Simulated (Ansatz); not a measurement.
An input for Ansatz 0.2.0 (CsPbI2Br (P4/mmm)):

```yaml
crystal:
  lattice:
    - [6.375296, 0.0, 0.0]
    - [0.0, 6.375296, 0.0]
    - [0.0, 0.0, 5.96222]
  atoms:
    - { symbol: Cs, position: [0.5, 0.5, 0.5] }
    - { symbol: Pb, position: [0.0, 0.0, 0.0] }
    - { symbol: I, position: [0.0, 0.5, 0.0] }
    - { symbol: I, position: [0.5, 0.0, 0.0] }
    - { symbol: Br, position: [0.0, 0.0, 0.5] }
kpoints:
  mp_grid: { grid: [4, 4, 4] }
hamiltonian:
  xc: pbe
  pseudopotentials: { kind: paw, azcp: { folder: soft_1 } }
scf:
  occupations: { method: fixed }
  n_extra_bands: 166
output:
  optics: { e_range: [0, 25], de: 0.1, sigma: 0.2 }
```

```sh
ansatz run input.yaml --threads 2 --pin off --max-ram 92160MiB --backend cuda --events-out ev --progress --plain --runs-dir out --devices 1 --max-vram 13GiB
```

How long will it take on 1 × NVIDIA H100 80GB HBM3 (shared by 6 runs) with 2 threads of AMD EPYC 7R13 (Zen 3), shared host, and how much memory?

It took 47 s; on shared hardware allow 23 s to 93 s. Peak host memory was 2.5 GiB.

[Paths, hosts, dates, memory and timing lines, banners, echoed tables and standing remarks are left out of the program output.]

[Logs are printed without paths, hosts, clocks, repeated set-up lines and the standing remarks that a program may print on its own settings, such as how far it seeks lower states.]

[Runs of the session that timed out or met a known fault of the program may be left out.]

[Cells called generated may have been cut or substituted from an entry of the Crystallography Open Database or the Materials Project.]

[Hosts, paths, dates, database ids (printed as entryN), source tags and the programs' standing remarks are cut or masked in the printed files.]
